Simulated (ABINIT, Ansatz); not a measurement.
# KCaF3 (Pm-3m): G0W0 on several meshes in ABINIT

How does the mesh move the gap of KCaF3 (Pm-3m)?

Method: PBEsol and many-body steps on it, plane waves, in ABINIT 10.8.3.

This is a report of a sequence of runs, with most program output left out.

**1. Starting point**

It takes space group Pm-3m (No. 221, cubic). Conventional cell: a = 4.482 Å, b = 4.482 Å, c = 4.482 Å, α = 90.00°, β = 90.00°, γ = 90.00°. Nearest to K lie 12 F at 3.17 Å. Ca has 6 F at 2.24 Å nearest. Nearest to F lie 2 Ca at 2.24 Å and 4 K at 3.17 Å. Farther neighbours and most contacts between anions are not listed.

The cell and positions are those that the Materials Project relaxed with its own functionals (PBE, PBE+U or r2SCAN), kept fixed.

**2. Empty states on the mesh, 2×2×2 mesh, 182 bands**

This step: ABINIT 10.8.3; DFT, PBEsol, plane waves, norm-conserving pseudopotentials.

The sums over transitions need many empty states on a uniform mesh; this step solves for them.

Contents of run.abi:

```
acell 3*1.0 Angstrom
rprim 
  4.481726000000 0.000000000000 0.000000000000
  0.000000000000 4.481726000000 0.000000000000
  0.000000000000 0.000000000000 4.481726000000
ntypat 3
znucl 19 20 9
natom 5
typat 1 2 3 3 3
xred 
  0.500000000000 0.500000000000 0.500000000000
  0.000000000000 0.000000000000 0.000000000000
  0.000000000000 0.500000000000 0.000000000000
  0.000000000000 0.000000000000 0.500000000000
  0.500000000000 0.000000000000 0.000000000000
pp_dirpath "pseudos"
pseudos "K.upf, Ca.upf, F.upf"
ecut 36
ngkpt 2 2 2
nshiftk 1
shiftk 0 0 0
kptopt 1
chksymbreak 0
iscf -2
irdden 1
istwfk *1
nband 182
nbdbuf 16
tolwfr 1e-09
nstep 60
prtvol 0
indata_prefix "in"
outdata_prefix "out"
tmpdata_prefix "tmp"
```

Run with:

```bash
> OMP_NUM_THREADS=1 mpirun -n 4 abinit run.abi > log
```

The job ended after 45 s (4 MPI ranks of Arm Neoverse V2, shared host; peak memory 0.4 GiB; 3 min of CPU time).

This step gave:

```
gap                                                           : 6.057 eV
k of the valence top                                          : 0.5, 0.5, 0.5
k of the conduction bottom                                    : 0, 0, 0
least direct gap                                              : 6.237 eV
k points computed                                             : 4
lowest point of the top converged band, above the valence top : 75.9048 eV
```

On this mesh the gap is 6.057 eV.

The density comes from a self-consistent run that is not shown.

**3. Screening, 2×2×2 mesh, 79 bands, screening to 114.3 eV**

The RPA dielectric matrix is built and inverted for each q.

This step: RPA screening on PBEsol, plane waves, norm-conserving pseudopotentials.

run.abi: that of step 2 with these lines changed.

```diff
@@ -23,10 +23,11 @@
 chksymbreak 0
-iscf -2
-irdden 1
 istwfk *1
-nband 182
-nbdbuf 16
-tolwfr 1e-09
-nstep 60
-prtvol 0
+occopt 1
+irdwfk 1
+optdriver 3
+nband 79
+ecuteps 4.2
+inclvkb 2
+awtr 1
+symchi 1
 indata_prefix "in"
```

Run time: 11 s. Hardware: 4 MPI ranks; peak memory 0.83 GiB.

This step gave:

| Property | Result |
| --- | --- |
| ε∞ with local fields, on this mesh, along the program's q direction | 2.001 |
| the same without local fields | 2.159 |
| plasma frequency | 24.75 eV |
| plane waves in the screening matrix | 251 |

Local fields lower ε∞ by 7 %. On a Γ-centred mesh this coarse the value itself is usually too large, while a short band sum pulls it down.

**4. 2×2×2**

The self-energy is evaluated for the states that the input lists, and the levels follow from it, in one-shot runs by the linearised quasiparticle equation.

This step: G0W0 on PBEsol, plane waves, norm-conserving pseudopotentials.

run.abi: that of step 3 with these lines changed.

```diff
@@ -26,8 +26,17 @@
 irdwfk 1
-optdriver 3
+optdriver 4
 nband 79
+gwcalctyp 0
+ecutsigx 36
+symsigma 1
+nkptgw 2
+kptgw 
+  0.5000000000 0.5000000000 0.5000000000
+  0.0000000000 0.0000000000 0.0000000000
+bdgw 
+  18 23
+  18 24
 ecuteps 4.2
-inclvkb 2
-awtr 1
-symchi 1
+irdscr 1
+ppmodel 1
 indata_prefix "in"
```

It took 6.2 s on 4 MPI ranks; peak memory 0.76 GiB.

This step gave:

```
G0W0 gap on the points computed              : 9.529 eV
starting gap on the mesh                     : 6.057 eV
k of the valence top                         : 0.5, 0.5, 0.5
k of the conduction bottom                   : 0, 0, 0
Z at the valence top                         : 0.806
Z at the conduction bottom                   : 0.899
least direct G0W0 gap on the computed points : 9.739 eV
```

The gap on the mesh goes from 6.06 eV to 9.53 eV, a correction of +3.47 eV.

**5. Empty states on the mesh, 4×4×4 mesh, 85 bands**

This step: DFT, PBEsol, plane waves, norm-conserving pseudopotentials.

run.abi: that of step 4 with these lines changed.

```diff
@@ -18,3 +18,3 @@
 ecut 36
-ngkpt 2 2 2
+ngkpt 4 4 4
 nshiftk 1
@@ -23,20 +23,10 @@
 chksymbreak 0
+iscf -2
+irdden 1
 istwfk *1
-occopt 1
-irdwfk 1
-optdriver 4
-nband 79
-gwcalctyp 0
-ecutsigx 36
-symsigma 1
-nkptgw 2
-kptgw 
-  0.5000000000 0.5000000000 0.5000000000
-  0.0000000000 0.0000000000 0.0000000000
-bdgw 
-  18 23
-  18 24
-ecuteps 4.2
-irdscr 1
-ppmodel 1
+nband 85
+nbdbuf 6
+tolwfr 1e-09
+nstep 60
+prtvol 0
 indata_prefix "in"
```

Elapsed: 41 s, on 4 MPI ranks; peak memory 0.37 GiB.

Numbers from this step:

```yaml
gap: 6.057 eV
k_of_the_valence_top: 0.5, 0.5, 0.5
k_of_the_conduction_bottom: 0, 0, 0
least_direct_gap: 6.237 eV
k_points_computed: 10
lowest_point_of_the_top_converged_band_above_the_valence_top: 40.36 eV
```

On this mesh the gap is 6.057 eV.

**6. Screening, 4×4×4 mesh, 79 bands, screening to 114.3 eV**

This step: RPA screening on PBEsol, plane waves, norm-conserving pseudopotentials.

run.abi: that of step 5 with these lines changed.

```diff
@@ -23,10 +23,11 @@
 chksymbreak 0
-iscf -2
-irdden 1
 istwfk *1
-nband 85
-nbdbuf 6
-tolwfr 1e-09
-nstep 60
-prtvol 0
+occopt 1
+irdwfk 1
+optdriver 3
+nband 79
+ecuteps 4.2
+inclvkb 2
+awtr 1
+symchi 1
 indata_prefix "in"
```

Run time: 56 s. Hardware: 4 MPI ranks; peak memory 1.4 GiB.

Numbers from this step:

```
ε∞ with local fields, on this mesh, along the program's q direction : 1.950
the same without local fields                                       : 2.109
plasma frequency                                                    : 24.75 eV
plane waves in the screening matrix                                 : 251
```

**7. 4×4×4**

This step: G0W0 on PBEsol, plane waves, norm-conserving pseudopotentials.

run.abi: that of step 6 with these lines changed.

```diff
@@ -26,8 +26,17 @@
 irdwfk 1
-optdriver 3
+optdriver 4
 nband 79
+gwcalctyp 0
+ecutsigx 36
+symsigma 1
+nkptgw 2
+kptgw 
+  0.5000000000 0.5000000000 0.5000000000
+  0.0000000000 0.0000000000 0.0000000000
+bdgw 
+  18 23
+  18 24
 ecuteps 4.2
-inclvkb 2
-awtr 1
-symchi 1
+irdscr 1
+ppmodel 1
 indata_prefix "in"
```

Run time: 11 s. Hardware: 4 MPI ranks; peak memory 1.1 GiB.

This step gave:

```yaml
g0w0_gap_on_the_points_computed: 9.652 eV
starting_gap_on_the_mesh: 6.057 eV
k_of_the_valence_top: 0.5, 0.5, 0.5
k_of_the_conduction_bottom: 0, 0, 0
z_at_the_valence_top: 0.804
z_at_the_conduction_bottom: 0.898
least_direct_g0w0_gap_on_the_computed_points: 9.826 eV
```

Against G0W0 in ABINIT (2×2×2 mesh, 79 bands, screening to 114.3 eV, Godby-Needs plasmon pole), the gap moves by +0.123 eV.

**8. The runs together**

Times are wall times on 4 MPI ranks of Arm Neoverse V2, shared host, good to a factor of about two. A run's time includes the screening step that it read.

| run | mesh | bands | screening cutoff (eV) | DFT gap (eV) | gap on the mesh (eV) | direct (eV) | ε∞ used | time |
| --- | --- | --- | --- | --- | --- | --- | --- | --- |
| 2×2×2 | 2×2×2 | 79 | 114.3 | 6.057 | 9.529 | 9.739 | 2.00 | 17 s |
| 4×4×4 | 4×4×4 | 79 | 114.3 | 6.057 | 9.652 | 9.826 | 1.95 | 67 s |

**9. What came out**

* 2×2×2: 9.529 eV
* 4×4×4: 9.652 eV
* known limits: not at the basis limit; coarse k mesh

4×4×4: +0.123 eV against 2×2×2. Bands and cutoff are finite, so the gap is not at the basis limit. The miss can reach some tenths of an eV and take either sign; the mesh is an error of its own. In the G0W0 runs levels were corrected at 2 k points alone, so a gap called «on the mesh» is the least over those, and an edge elsewhere would be missed. The 2×2×2 mesh is coarse for this cell, which bears on the long-range parts of exchange and screening. This is the ideal cubic cell; many perovskites, halides above all, are cubic only on average, and local tilts or off-centring can widen the gap.

[Paths, hosts, dates, memory and timing lines, banners, echoed tables and standing remarks are left out of the program output.]

[Logs are printed without paths, hosts, clocks, repeated set-up lines and the standing remarks that a program may print on its own settings, such as how far it seeks lower states.]

[Runs of the session that timed out or met a known fault of the program may be left out.]

[Hosts, paths, dates, database ids (printed as entryN), source tags and the programs' standing remarks are cut or masked in the printed files.]

[G0W0 gaps are taken among the corrected bands and points alone; a level outside them can change the order at an edge.]

[Where Ansatz stands beside ABINIT at settings called matched, ABINIT's density can come from a denser mesh and the files from another edition; pairs whose starting gaps differed by over 0.03 eV were left out, so agreement reads better than it is.]
